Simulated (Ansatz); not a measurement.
# 2H-VSeTe bilayer (2H stacking) in a perpendicular field, part 2 of 3

Aim: how the 2H-VSeTe bilayer (2H stacking) screens a field along its normal, and what the field does to its bands. A positive field points along +c.

Ansatz 0.2.0; plane-wave DFT, PBE+U-D3(BJ), Ansatz PAW.

So far. Step 2 (Relaxing the slab): The lattice constant a goes from 3.465 to 3.460 Å.

## Step 3: Single point, field 0

A sawtooth potential applies the field, turning back in the middle of the vacuum. With the dipole correction the typed value is the field outside the slab. The induced dipole is small, so the SCF threshold is tight.

The cell differs from the one that the last finished run ended in (c 51.764 → 27.869 Å).

input.yaml

```yaml
crystal:
  lattice:
    - [3.4600761684, 0.0, 0.0]
    - [-1.7300380842, 2.9965138609, 0.0]
    - [0.0, 0.0, 27.8693067301]
  atoms:
    - { symbol: Te, position: [0.3333333333, 0.6666666667, 0.3229359125], spin: -0.17 }
    - { symbol: V, position: [0.0, 0.0, 0.3903614267], spin: 1.57 }
    - { symbol: Se, position: [0.3333333333, 0.6666666667, 0.4444305483], spin: -0.14 }
    - { symbol: Te, position: [0.0, 0.0, 0.556020841], spin: 0.17 }
    - { symbol: V, position: [0.3333333333, 0.6666666667, 0.6227303763], spin: -1.35 }
    - { symbol: Se, position: [0.0, 0.0, 0.6770640875], spin: 0.14 }
magnetization:
  spin_polarized: true
kpoints:
  mp_grid: { grid: [18, 18, 1] }
  band_path:
    path: [[0, 0, 0], [0.5, 0, 0], [0.33333333, 0.33333333, 0], [0, 0, 0]]
    npoints: 16
hamiltonian:
  xc: pbe
  dispersion: d3bj
  hubbard: { sites: [{ species: V, l: d, u_eff: 2.0 }] }
scf:
  occupations: { method: fermi_dirac, width: 0.02585 }
  convergence: { dr2_threshold: 1.0e-10 }
efield:
  axis: 3
  dipole_correction: true
  ramp_position: 0.97
  ramp_width: 0.06
  amplitude: 0
output:
  dos: { projected: true, e_range: [-6, 5] }
  bader: true
  write_potential: true
  write_density: true
  volumetric_format: npy
  elf: true
```

On the command line:

```bash
> ansatz run input.yaml --threads 4 --pin off --max-ram 12288MiB --backend cpu --events-out ev --progress --plain --runs-dir out
```

Numbers of over 12 decimals in the logs are rounded to 6 here.

The program printed:

```text
[...]
Crystal: 6 atoms, lattice volume = 288.954 Å³
Basis set: ecut = 420 eV, 5607 PW (Γ)
Bands: 57, of which v1, the nominal top of the filled ones, is band 45 counted from 1 (44 counted from 0)
Symmetry: 6 space group operations
k-points: 37 of 324 (time reversal used)
[...]
Starting moments: Σ|m| = 3.54 μB on 6 of 6 sites
[...]
SCF iter   1: F=—  HF=-30724.332703 eV  |F-HF|=—  |Δ(HF+E_count)|=         —  Δρ=1.37e-2 (↑1.37e-2 ↓1.37e-2)  dr2=5.37e0  dr2_m=2.10e-1  M=0.138 μB ∫|m|=3.625 μB  β_m=0.30  ethr=3.10e-3  p=-0.000 e·Å  D=-1.55e-6 V/Å  ΔV_dip=0.00 eV  dr2_dipole=9.68e-1  V_vac-E_F(+/−)=6.28/6.28 eV  ⟨swp⟩=9.0  Hψ=17762  notcnv=0  defer=25
efield: sawtooth ramp at fractional position 0.9700 (set: `efield.ramp_position`, or a place that a band, a saddle search or an elastic batch's reference lends), width 0.0600; the density the first Hamiltonian is built on has a dipole p = -0.000 e·Å; the dipole correction subtracts the counter field D = -1.55e-6 V/Å, which shifts the + side's vacuum level by +0.00 eV against the − side's; the planar-averaged density in the ramp window peaks in size at 9.2e-6 e/Å³
[...]
SCF iter   2: F=—  HF=-30724.283160 eV  |F-HF|=—  |Δ(HF+E_count)|=   4.95e-2  Δρ=1.05e-2 (↑1.05e-2 ↓1.03e-2)  dr2=3.30e0  dr2_m=1.15e-1  M=0.115 μB ∫|m|=3.699 μB  β_m=0.30  ethr=3.10e-3  p=-0.000 e·Å  D=-1.75e-6 V/Å  ΔV_dip=0.00 eV  dr2_dipole=6.05e-1  V_vac-E_F(+/−)=6.23/6.23 eV  ⟨swp⟩=1.9  Hψ=5170  notcnv=0  defer=111  κ⁻¹=1.0e0(r=1)
[...]
SCF iter  10: F=—  HF=-30724.046547 eV  |F-HF|=—  |Δ(HF+E_count)|=   6.33e-3  Δρ=1.68e-3 (↑1.39e-3 ↓1.68e-3)  dr2=7.40e-2  dr2_m=1.65e-3  M=0.168 μB ∫|m|=4.349 μB  β_m=1.20  ethr=6.62e-6  p=-0.032 e·Å  D=-2.02e-2 V/Å  ΔV_dip=0.56 eV  dr2_dipole=2.04e-2  V_vac-E_F(+/−)=5.32/4.76 eV  ⟨swp⟩=2.1  Hψ=5850  notcnv=0  defer=190  κ⁻¹=1.0e0(r=1)
density mixer auto → broyden: no gap read (density of states about μ 0.90 of a free-electron gas's, 60 screened modes)
SCF iter  11: F=—  HF=-30724.046401 eV  |F-HF|=—  |Δ(HF+E_count)|=   1.46e-4  Δρ=1.91e-3 (↑1.91e-3 ↓4.71e-4)  dr2=9.91e-2  dr2_m=1.56e-3  M=0.158 μB ∫|m|=4.346 μB  β_m=1.20  ethr=6.62e-6  p=-0.046 e·Å  D=-2.86e-2 V/Å  ΔV_dip=0.80 eV  dr2_dipole=3.21e-2  V_vac-E_F(+/−)=5.42/4.63 eV  ⟨swp⟩=2.0  Hψ=5741  notcnv=0  defer=190  κ⁻¹=8.5e-2(r=2)
[...]
SCF iter  46: F=-30724.048958 eV  HF=-30724.048958 eV  |F-HF|=1.82e-11  |Δ(HF+E_count)|=  1.46e-11  Δρ=5.30e-8 (↑5.30e-8 ↓5.19e-8)  dr2=7.60e-11  dr2_m=2.64e-12  M=0.204 μB ∫|m|=4.493 μB  ethr=1.00e-12  p=-0.037 e·Å  D=-2.29e-2 V/Å  ΔV_dip=0.64 eV  dr2_dipole=2.12e-11  V_vac-E_F(+/−)=5.33/4.69 eV  ⟨swp⟩=1.1  Hψ=8727  notcnv=0
SCF 1 converged in 46 iterations: F = -30724.048958 eV  dr2 = 7.60e-11
[...]
SCF iter   1: F=—  HF=-30724.048958 eV  |F-HF|=—  |Δ(HF+E_count)|=         —  Δρ=5.32e-8 (↑5.32e-8 ↓5.21e-8)  dr2=7.61e-11  dr2_m=2.65e-12  M=0.204 μB ∫|m|=4.493 μB  ethr=1.00e-12  p=-0.037 e·Å  D=-2.29e-2 V/Å  ΔV_dip=0.64 eV  dr2_dipole=2.12e-11  V_vac-E_F(+/−)=5.33/4.69 eV  ⟨swp⟩=1.0  Hψ=16927  notcnv=0
efield: sawtooth ramp at fractional position 0.9700 (kept from the solve that this one continues, or follows in the run), width 0.0600; the density the first Hamiltonian is built on has a dipole p = -0.037 e·Å; the dipole correction subtracts the counter field D = -2.29e-2 V/Å, which shifts the + side's vacuum level by +0.64 eV against the − side's; the planar-averaged density in the ramp window peaks in size at 9.3e-6 e/Å³
[...]
SCF iter   2: F=—  HF=-30724.048868 eV  |F-HF|=—  |Δ(HF+E_count)|=   9.06e-5  Δρ=1.36e-4 (↑7.52e-5 ↓1.36e-4)  dr2=4.02e-4  dr2_m=8.63e-6  M=0.237 μB ∫|m|=4.468 μB  ethr=1.11e-6  p=-0.035 e·Å  D=-2.20e-2 V/Å  ΔV_dip=0.61 eV  dr2_dipole=1.17e-6  V_vac-E_F(+/−)=5.32/4.70 eV  ⟨swp⟩=1.0  Hψ=14481  notcnv=0
[...]
SCF iter   9: F=-30724.048958 eV  HF=-30724.048958 eV  |F-HF|=3.27e-11  |Δ(HF+E_count)|=  3.64e-12  Δρ=1.08e-8 (↑4.33e-9 ↓1.08e-8)  dr2=3.80e-12  dr2_m=6.45e-14  M=0.204 μB ∫|m|=4.493 μB  ethr=1.00e-12  p=-0.037 e·Å  D=-2.29e-2 V/Å  ΔV_dip=0.64 eV  dr2_dipole=1.72e-12  V_vac-E_F(+/−)=5.33/4.69 eV  ⟨swp⟩=1.0  Hψ=8732  notcnv=0
an SCF along what the orbitals of the run's state read of its open shells (or to have them read: on a GPU, or by another smearing), with the run's symmetry operations kept, reached no lower state that the run goes on to. This is no proof of a minimum
[...]
this state was not tested for a lower state beside it, because the mixer in use, unlike msr1, does not test its closes by its own steps (another_mixer; see scf.mixing.algorithm and scf.lower_state_search)
NSCF: frozen V_eff on 49 k-points
[...]
SCF converged after 46 iterations
an eigenvalue changed by more than its tolerance at an iteration that met the thresholds in force, so the SCF went on 2 times, its first undamped step at iteration 40: the last check found none over its tolerance
Magnetization: 0.2044 μB (45.1022 up, 44.8978 down)
Absolute magnetization: 4.4767 μB (∫|ρ↑−ρ↓|, with the PAW one-centre terms)
[...]
Per-site moments (μB) at R_I (Å): [(-0.176117, 1.131313), (1.539090, 1.032187), (-0.140865, 1.032187), (0.174121, 1.125690), (-1.360136, 1.034022), (0.138459, 1.034022)]
Free energy (F): -30724.048958 eV
[...]
Internal energy: -30724.044755 eV  (E = F + TS)
E sigma→0 (E₀):  -30724.046857 eV
Entropy (-TS):   -0.004204 eV (-0.701 meV/atom)
Fermi energy:    2.459050 eV
Dipole field:    D = -0.022937 V/Å  (p = -0.036627 e·Å, saw-weighted, corrected)
Work function:   Φ+ = 5.3316 eV   Φ− = 4.6924 eV
Levels:          The Fermi level and band energies are counted from a zero that moves with the ramp; work functions are not
[...]
--- Band table (eV; the first three rows and the last of 74) ---
  k-point 0 ↑: bands = [... 41 lower, 1.5113, 2.3157, 2.6587, 2.6587, 4.1009, 4.6436, 4.6436, 5.2207, ... 8 higher]
  k-point 1 ↑: bands = [... 41 lower, 1.4758, 2.2930, 2.5326, 2.6119, 4.0677, 4.5231, 4.6163, 5.0865, ... 8 higher]
  k-point 2 ↑: bands = [... 41 lower, 1.3826, 2.1057, 2.2362, 2.4917, 3.9518, 4.2520, 4.4614, 4.5047, ... 8 higher]
  k-point 36 ↓: bands = [... 41 lower, -0.3538, 0.9293, 1.2579, 1.8189, 2.4003, 3.5045, 3.6504, 3.7857, ... 8 higher]
Occupation matrices written to <dir>
--- Bader charges: 6 sites ---
  site symbol  charge [e]  shift [e]    m [muB]
     0     Te     -0.4746     0.0014    -0.2527
     1      V      1.1681     0.0007     1.7175
     2     Se     -0.7401     0.0006    -0.1156
     3     Te     -0.4236     0.0014     0.2485
     4      V      1.1695     0.0009    -1.5169
     5     Se     -0.6992     0.0006     0.1234
  estimated error of the sums over rays = 6.9e-4 e
```

Elapsed: 5 min, on 4 threads of Intel Xeon Platinum 8488C (Sapphire Rapids), shared host; peak memory 3 GiB; 20 min of CPU time.

This step gave:

| Quantity | Value |
| --- | --- |
| energy at zero smearing | -30724.0469 eV |
| total moment | 0.2044 μB |
| site moments | -0.1761, 1.539, -0.1409, 0.1741, -1.360, 0.1385 μB |
| work function, upper face | 5.332 eV |
| work function, lower face | 4.692 eV |
| dipole along the normal | -0.03663 e·Å |
| step between the vacuum levels | 0.6392 eV |

Running mean over a fixed 2.8 Å (it still follows the layers) of the planar mean; the ramp of the sawtooth is left out. The electron's electrostatic potential energy less the Fermi level by z:

| z (Å) | electron's electrostatic potential energy less the Fermi level (eV) |
| --- | --- |
| 3.5 | 4.69 |
| 4.0 | 4.69 |
| 4.5 | 4.69 |
| 5.0 | 4.69 |
| 5.5 | 4.67 |
| 6.0 | 4.59 |
| 6.5 | 4.30 |
| 7.0 | 3.21 |
| 7.5 | 1.92 |
| 8.0 | 0.912 |
| 8.5 | -0.663 |
| 9.0 | -2.14 |
| 9.5 | -3.72 |
| 10.0 | -4.53 |
| 10.5 | -5.41 |
| 11.0 | -5.71 |
| 11.5 | -5.61 |
| 12.0 | -4.60 |
| 12.5 | -2.58 |
| 13.0 | -0.829 |
| 13.5 | -0.158 |
| 14.0 | 0.127 |
| 14.5 | 0.391 |
| 15.0 | -0.749 |
| 15.5 | -2.22 |
| 16.0 | -3.82 |
| 16.5 | -4.60 |
| 17.0 | -5.46 |
| 17.5 | -5.72 |
| 18.0 | -5.57 |
| 18.5 | -4.44 |
| 19.0 | -2.29 |
| 19.5 | -0.194 |
| 20.0 | 1.64 |
| 20.5 | 3.31 |
| 21.0 | 4.67 |
| 21.5 | 5.19 |
| 22.0 | 5.30 |
| 22.5 | 5.32 |
| 23.0 | 5.33 |
| 23.5 | 5.33 |
| 24.0 | 5.33 |
| 24.5 | 5.33 |

The density of states has structure finer than the step of the table below, so its rows give means over 0.2 eV, whole bins alone (the curve runs from -6 to 1.99 eV). Peaks (eV: height): total -3.57: 8.07, -3.27: 8.29, -1.48: 11.4, -1.15: 17.3, -0.84: 10.3, 0.51: 6.76, 1.09: 7.70; up -3.05: 4.43, -1.70: 4.51, -1.45: 5.77, -1.15: 12.9, -0.90: 5.63, 1.03: 5.79, 1.09: 5.61; down -3.55: 5.35, -1.59: 4.68, -1.48: 6.53, -1.23: 7.21, -0.84: 5.61, -0.76: 5.23, 0.51: 4.49.

Table of density of states by energy, zero at the Fermi level; means over each step; values in states/eV a cell:

| energy (eV) | total | up | down |
| --- | --- | --- | --- |
| -5.8 | 0 | 0 | 0 |
| -5.6 | 0.768 | 0.473 | 0.295 |
| -5.4 | 2.10 | 1.09 | 1.01 |
| -5.2 | 2.37 | 1.20 | 1.17 |
| -5.0 | 2.80 | 1.45 | 1.36 |
| -4.8 | 3.52 | 1.83 | 1.69 |
| -4.6 | 4.69 | 2.09 | 2.60 |
| -4.4 | 4.74 | 2.28 | 2.46 |
| -4.2 | 5.40 | 2.62 | 2.78 |
| -4.0 | 4.65 | 2.53 | 2.13 |
| -3.8 | 2.92 | 1.74 | 1.18 |
| -3.6 | 6.01 | 2.79 | 3.22 |
| -3.4 | 3.20 | 1.28 | 1.91 |
| -3.2 | 6.73 | 3.13 | 3.60 |
| -3.0 | 3.76 | 2.25 | 1.51 |
| -2.8 | 4.38 | 2.18 | 2.20 |
| -2.6 | 4.99 | 2.44 | 2.55 |
| -2.4 | 5.53 | 2.85 | 2.67 |
| -2.2 | 5.34 | 2.83 | 2.51 |
| -2.0 | 5.30 | 2.47 | 2.83 |
| -1.8 | 5.04 | 2.85 | 2.19 |
| -1.6 | 6.51 | 3.64 | 2.87 |
| -1.4 | 9.17 | 4.08 | 5.09 |
| -1.2 | 10.6 | 5.61 | 4.97 |
| -1.0 | 4.59 | 2.52 | 2.06 |
| -0.8 | 7.22 | 3.27 | 3.95 |
| -0.6 | 2.96 | 1.28 | 1.68 |
| -0.4 | 1.81 | 0.957 | 0.854 |
| -0.2 | 1.69 | 1.21 | 0.479 |
| 0.0 | 1.96 | 1.20 | 0.761 |
| 0.2 | 2.88 | 1.49 | 1.40 |
| 0.4 | 4.71 | 2.42 | 2.29 |
| 0.6 | 4.42 | 1.73 | 2.69 |
| 0.8 | 3.58 | 1.89 | 1.69 |
| 1.0 | 5.09 | 3.30 | 1.78 |
| 1.2 | 3.91 | 1.12 | 2.79 |
| 1.4 | 3.75 | 1.85 | 1.90 |
| 1.6 | 4.71 | 2.39 | 2.32 |
| 1.8 | 2.51 | 1.19 | 1.33 |

Projected DOS per atom over height of the atomic layer and energy from the Fermi level. Layers: Te V Se Te V Se from below.

Ten even steps from '0' (0.00 states/eV) to '9' (1.69 states/eV), each cell a mean:
```
142131
172183
191191
150281
291190
150130
121221
462593
695796
898685
554355
365366
445346
324325
526436
536525
525326
426427
425522
312411
201300
000000
```
Columns: height of the atomic layer (Å) from 9 to 18.9 (not evenly spaced); rows upwards: energy from the Fermi level (eV) from -5.96 to 1.96.

Projected DOS per atom, spin up over height of the atomic layer and energy from the Fermi level. Layers: Te V Se Te V Se from below.

Values in states/eV, 22 rows by 6 columns, each cell a mean:
```
0.21 0.50 0.32 0.02 0.12 0.01
0.27 0.83 0.41 0.03 0.50 0.04
0.18 0.27 0.10 0.08 1.36 0.09
0.30 0.69 0.13 0.02 0.51 0.06
0.37 1.43 0.19 0.01 0.03 0.01
0.06 0.72 0.07 0.16 0.21 0.01
0.03 0.28 0.15 0.32 0.21 0.05
0.25 0.94 0.31 0.51 0.18 0.14
0.34 1.19 0.25 0.93 0.54 0.85
0.72 1.27 0.55 0.43 0.33 0.57
0.52 0.70 0.21 0.29 0.36 0.60
0.31 0.89 0.55 0.29 0.24 0.48
0.38 0.57 0.55 0.30 0.19 0.54
0.31 0.28 0.31 0.36 0.17 0.56
0.35 0.29 0.40 0.47 0.19 0.65
0.47 0.40 0.54 0.45 0.14 0.42
0.43 0.27 0.45 0.34 0.20 0.66
0.39 0.22 0.49 0.39 0.16 0.60
0.36 0.29 0.53 0.50 0.11 0.17
0.30 0.18 0.31 0.37 0.07 0.09
0.23 0.12 0.19 0.25 0.05 0.06
0.01 0.00 0.01 0.01 0.00 0.00
```
Columns: height of the atomic layer (Å) from 9 to 18.9 (not evenly spaced); rows upwards: energy from the Fermi level (eV) from -5.96 to 1.96.

Projected DOS per atom, spin down over height of the atomic layer and energy from the Fermi level. Layers: Te V Se Te V Se from below.

Values in states/eV, 22 rows by 6 columns, each cell a mean:
```
0.00 0.20 0.03 0.22 0.49 0.33
0.02 0.41 0.04 0.26 0.87 0.48
0.08 1.40 0.09 0.19 0.33 0.12
0.01 0.27 0.03 0.37 0.99 0.17
0.06 0.14 0.01 0.29 1.56 0.16
0.19 0.19 0.01 0.02 0.36 0.01
0.31 0.16 0.03 0.03 0.17 0.15
0.47 0.15 0.12 0.36 1.41 0.44
0.75 0.43 0.70 0.40 1.05 0.26
0.65 0.40 0.81 0.70 1.17 0.45
0.34 0.30 0.58 0.33 0.54 0.25
0.30 0.21 0.45 0.26 0.86 0.55
0.39 0.16 0.42 0.36 0.59 0.57
0.36 0.13 0.39 0.26 0.28 0.40
0.54 0.19 0.66 0.33 0.35 0.53
0.39 0.15 0.50 0.50 0.35 0.55
0.46 0.15 0.47 0.27 0.25 0.45
0.44 0.16 0.67 0.44 0.32 0.64
0.41 0.13 0.43 0.47 0.24 0.28
0.29 0.08 0.19 0.37 0.15 0.17
0.17 0.04 0.10 0.27 0.09 0.11
0.00 0.00 0.00 0.01 0.00 0.00
```
Columns: height of the atomic layer (Å) from 9 to 18.9 (not evenly spaced); rows upwards: energy from the Fermi level (eV) from -5.96 to 1.96.

Deep bands are left out, so band numbers here count from the lowest band kept and differ from the log's. The electronic bands at the labelled points (eV, zero at the Fermi level; # counts the bands kept):

| point | up #11 | up #12 | up #13 | up #14 | down #12 | down #13 | down #14 | down #15 |
| --- | --- | --- | --- | --- | --- | --- | --- | --- |
| Γ | -0.14 | 0.20 | 0.20 | 1.64 | 0.37 | 0.37 | 1.98 | 2.25 |
| halfway | -1.26 | -0.79 | -0.32 | 0.57 | -0.77 | -0.21 | 0.69 | 1.21 |
| M | -1.21 | -0.83 | -0.60 | 0.21 | -0.81 | -0.58 | 0.32 | 0.38 |
| halfway | -1.55 | -1.19 | -0.82 | -0.09 | -1.25 | -0.73 | 0.15 | 0.65 |
| K | -1.58 | -1.14 | -0.68 | -0.39 | -1.20 | -0.64 | -0.06 | 1.05 |
| halfway | -1.28 | -0.94 | -0.77 | 0.47 | -0.91 | -0.71 | 0.59 | 0.82 |
| Γ | -0.14 | 0.20 | 0.20 | 1.64 | 0.37 | 0.37 | 1.98 | 2.25 |

Site moment by atom:

| atom | site moment (μB) |
| --- | --- |
| Te1 | -0.18 |
| V2 | 1.54 |
| Se3 | -0.14 |
| Te4 | 0.17 |
| V5 | -1.36 |
| Se6 | 0.14 |

Spin density in the ca plane at fractional y = 0.667, with atoms of Te and Se and V within 0.2 Å of it.

Ten even steps from '0' (-1.6 e/Å³) to '9' (0.1 e/Å³), each cell a mean:
```
99999999999999999999999999999999999999999999
99999999999999999999999999999999999999999999
99999999999999999999999999999999999999999999
99999999999999999999999999999999999998889999
99999999999999999999999999999999999986578999
99999999999999999999999999999999999862047899
99999999999999999999999999999999999874268899
99999999999999999999999999999999999988789999
99999999999999999999999999999999999999899999
```
Columns run along c (16.0 Å, from fractional 0.13 to 0.70 of the cell), rows up along a (3.5 Å). Atoms in or near the plane, at fractional coordinates: Te at (0.32, 0.33), Se at (0.44, 0.33), V at (0.62, 0.33).

ELF in the ca plane at fractional y = 0.667, with atoms of Te and Se and V within 0.2 Å of it. It is the smooth field of the valence electrons, not physical close to the nuclei.

Values, 5 rows by 16 columns, each cell a mean:
```
0.00 0.00 0.00 0.00 0.01 0.06 0.23 0.36 0.16 0.12 0.27 0.10 0.42 0.54 0.55 0.29
0.00 0.00 0.00 0.00 0.03 0.27 0.51 0.51 0.30 0.27 0.59 0.36 0.31 0.55 0.51 0.19
0.00 0.00 0.00 0.01 0.17 0.70 0.54 0.25 0.42 0.51 0.60 0.75 0.14 0.28 0.28 0.61
0.00 0.00 0.00 0.01 0.22 0.75 0.47 0.15 0.40 0.51 0.42 0.78 0.14 0.18 0.25 0.72
0.00 0.00 0.00 0.00 0.07 0.48 0.62 0.49 0.40 0.41 0.73 0.57 0.21 0.49 0.42 0.26
```
Columns run along c (16.0 Å, from fractional 0.07 to 0.64 of the cell), rows up along a (3.5 Å). Atoms in or near the plane, at fractional coordinates: Te at (0.32, 0.33), Se at (0.44, 0.33), V at (0.62, 0.33).

Electrostatic potential energy in the ca plane at fractional y = 0.667, with atoms of Te and Se and V within 0.2 Å of it. With pseudopotentials it is smooth inside the atoms' cores, unlike the true potential.

Ten even steps from '0' (-23 eV) to '9' (7 eV), each cell a mean:
```
99999999999998888876668889999986435788888767
99999999999999888876567899999986335788888656
99999999999998777877678888999987556787778777
99999999999974223678887434689998778763247888
99999999999853895278873243279999888610003789
99999999999836999268872465269999998500101789
99999999999845998268872354269999998500002789
99999999999862452478885222489998888730015889
99999999999986445787777767899988767776567888
```
Columns run along c (16.0 Å, from fractional 0.13 to 0.70 of the cell; values clipped at the 3rd and 97th percentile), rows up along a (3.5 Å). Atoms in or near the plane, at fractional coordinates: Te at (0.32, 0.33), Se at (0.44, 0.33), V at (0.62, 0.33).

The work function of the upper face is 5.33 eV.

## Step 4: Single point, field 0.1 V/Å

Changes to input.yaml since step 3:

```diff
@@ -29,8 +29,6 @@
   dipole_correction: true
-  ramp_position: 0.97
-  ramp_width: 0.06
-  amplitude: 0
+  ramp_position: 0.9605
+  ramp_width: 0.0725
+  amplitude: 0.1
 output:
-  dos: { projected: true, e_range: [-6, 5] }
-  bader: true
   write_potential: true
@@ -38,2 +36 @@
   volumetric_format: npy
-  elf: true
```

The program printed:

```text
[...]
Crystal: 6 atoms, lattice volume = 288.954 Å³
Basis set: ecut = 420 eV, 5607 PW (Γ)
Bands: 57, of which v1, the nominal top of the filled ones, is band 45 counted from 1 (44 counted from 0)
Symmetry: 6 space group operations
k-points: 37 of 324 (time reversal used)
[...]
Starting moments: Σ|m| = 3.54 μB on 6 of 6 sites
[...]
k-point 1 ↑: bands = [... 41 lower, 1.4812, 2.2921, 2.5236, 2.6022, 4.0530, 4.5235, 4.6175, 5.0832, ... 8 higher]
  k-point 2 ↑: bands = [... 41 lower, 1.3876, 2.0989, 2.2351, 2.4830, 3.9403, 4.2489, 4.4592, 4.5055, ... 8 higher]
  k-point 36 ↓: bands = [... 41 lower, -0.3553, 0.9291, 1.2546, 1.8168, 2.4270, 3.5040, 3.6473, 3.7880, ... 8 higher]
Occupation matrices written to <dir>
[key lines of the parts left out:]
SCF converged after 41 iterations
Magnetization: 0.2216 μB (45.1108 up, 44.8892 down)
Free energy (F): -30724.048859 eV
Fermi energy:    2.461810 eV
Dipole field:    D = 0.021689 V/Å  (p = 0.034635 e·Å, saw-weighted, corrected)
```

The job ended after 5 min (4 threads; peak memory 2.9 GiB).

The dipole is 0.0346 e·Å, 0.0713 e·Å from its value without field.

## Step 5: Single point, field -0.1 V/Å

Changes to input.yaml since step 4:

```diff
@@ -31,3 +31,3 @@
   ramp_width: 0.0725
-  amplitude: 0.1
+  amplitude: -0.1
 output:
```

The program printed:

```text
[...]
Crystal: 6 atoms, lattice volume = 288.954 Å³
Basis set: ecut = 420 eV, 5607 PW (Γ)
Bands: 57, of which v1, the nominal top of the filled ones, is band 45 counted from 1 (44 counted from 0)
Symmetry: 6 space group operations
k-points: 37 of 324 (time reversal used)
[...]
Starting moments: Σ|m| = 3.54 μB on 6 of 6 sites
[...]
k-point 1 ↑: bands = [... 41 lower, 1.4744, 2.2974, 2.5431, 2.6229, 4.0822, 4.5265, 4.6190, 5.0934, ... 8 higher]
  k-point 2 ↑: bands = [... 41 lower, 1.3815, 2.1147, 2.2408, 2.5020, 3.9639, 4.2586, 4.4675, 4.5078, ... 8 higher]
  k-point 36 ↓: bands = [... 41 lower, -0.3487, 0.9325, 1.2651, 1.8241, 2.3809, 3.5081, 3.6566, 3.7877, ... 8 higher]
Occupation matrices written to <dir>
[key lines of the parts left out:]
SCF converged after 43 iterations
Magnetization: 0.1898 μB (45.0949 up, 44.9051 down)
Free energy (F): -30724.056182 eV
Fermi energy:    2.459875 eV
Dipole field:    D = -0.067511 V/Å  (p = -0.107806 e·Å, saw-weighted, corrected)
```

Run time: 2 min. Hardware: 4 threads; peak memory 1.9 GiB.

The dipole is -0.108 e·Å, -0.0712 e·Å from its value without field.

[end of part 2 of 3]

[Logs are printed without paths, hosts, clocks, repeated set-up lines and the standing remarks that a program may print on its own settings, such as how far it seeks lower states.]

[Hosts, paths, dates, database ids (printed as entryN), source tags and the programs' standing remarks are cut or masked in the printed files.]

[Maps of the electrostatic potential energy from Ansatz leave out the sawtooth potential of an applied field or a dipole correction, so their vacuum need not be flat; planar profiles and work functions include it.]
